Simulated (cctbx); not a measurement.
**Accept or mend?**

Cell a = 6.9640 Å, b = 9.5490 Å, c = 6.4460 Å, α = 90.00°, β = 90.00°, γ = 90.00°; space group Pnma (no. 62). The compound is NdSm2Be.

The data are simulated with cctbx, not measured: Mo Kα, λ = 0.71073 Å, to d = 0.6 Å, 80 % of the full sphere, strongest reflection 5000 counts, noise from counting, a 3 % proportional error and a noise floor of 2 counts (s.d.); no absorption.

An anisotropic refinement with weights 1/σ² prints:

```text
Rint 0.061, 1088 unique reflections to 0.60 A
cycle     R1     wR2    GooF  max shift (A)
   1  0.0462  0.1010   1.859   0.01090
   3  0.0326  0.0719   1.323   0.00020
final R1 0.0327 wR2 0.0719 GooF 1.323  parameters 21  data/parameter 51.8
atom        x        y        z      Ueq    occ   su(xyz)  su(Uiso or U11)
Nd1    0.82640  0.93361  0.82673   0.0182  1.000  0.00006  0.0001
Sm1    0.55403  0.25000  0.84446   0.0203  1.000  0.00008  0.0002
Be1    0.10786  0.75000  0.95853   0.0393  1.000  0.00329  0.0093
difference map: max 2.86 min -4.17 rms 0.56
Q1    0.1957  0.0271  0.1997    8    3.00  0.44 A from Nd1
Q2    0.1264  0.0824  0.1721    8    2.78  0.36 A from Nd1
Q3    0.0326  0.7500  0.5707    4    1.78  1.58 A from Sm1
Q4    0.0250  0.2500  0.3073    4    1.77  1.95 A from Be1
Q5    0.2376  0.7500  0.5971    4    1.62  1.92 A from Nd1
Q6    0.0997  0.7500  0.7792    4    1.61  1.16 A from Be1
```

**Question.** Can this result stand? If not, what is the likely fault?

Mend it. The fault: elements exchanged: Sm1 is Nd and Nd1 is Sm. Against the right model at the same level, R1 goes from 0.0238 to 0.0327 and GooF from 0.93 to 1.32. Sm1 has 2 electrons too many and its U swells to shed them, as expected (near an absorption edge f′ can widen the mismatch well beyond the difference in Z); Nd1 has 2 electrons too few and its U shrinks to make up, as expected (near an absorption edge f′ can widen the mismatch well beyond the difference in Z).

The compound is NdSm2Be. The right model at the same level gives:

```text
Rint 0.061, 1088 unique reflections to 0.60 A
cycle     R1     wR2    GooF  max shift (A)
   1  0.0239  0.0506   0.931   0.00047
   2  0.0238  0.0504   0.928   0.00008
final R1 0.0238 wR2 0.0504 GooF 0.928  parameters 21  data/parameter 51.8
atom        x        y        z      Ueq    occ   su(xyz)  su(Uiso or U11)
Sm1    0.82640  0.93361  0.82671   0.0193  1.000  0.00004  0.0001
Nd1    0.55403  0.25000  0.84448   0.0182  1.000  0.00006  0.0001
Be1    0.10842  0.75000  0.95675   0.0376  1.000  0.00227  0.0061
difference map: max 1.88 min -2.19 rms 0.44
Q1    0.0242  0.2500  0.3088    4    1.91  1.94 A from Be1
Q2    0.1018  0.7500  0.7724    4    1.86  1.19 A from Be1
Q3    0.2216  0.6734  0.1568    8    1.62  1.68 A from Be1
Q4    0.0372  0.7500  0.5782    4    1.62  1.64 A from Nd1
Q5    0.0899  0.9998  0.9438    8    1.60  1.71 A from Sm1
Q6    0.0876  0.5853  0.0828    8    1.54  1.67 A from Sm1
```

The model is made up (kin elements in a known structure type, no relaxation), so it says nothing on whether the phase exists.

[Middle refinement cycles are left out of these outputs.]

[Logs are printed without paths, hosts, clocks, repeated set-up lines and the standing remarks that a program may print on its own settings, such as how far it seeks lower states.]
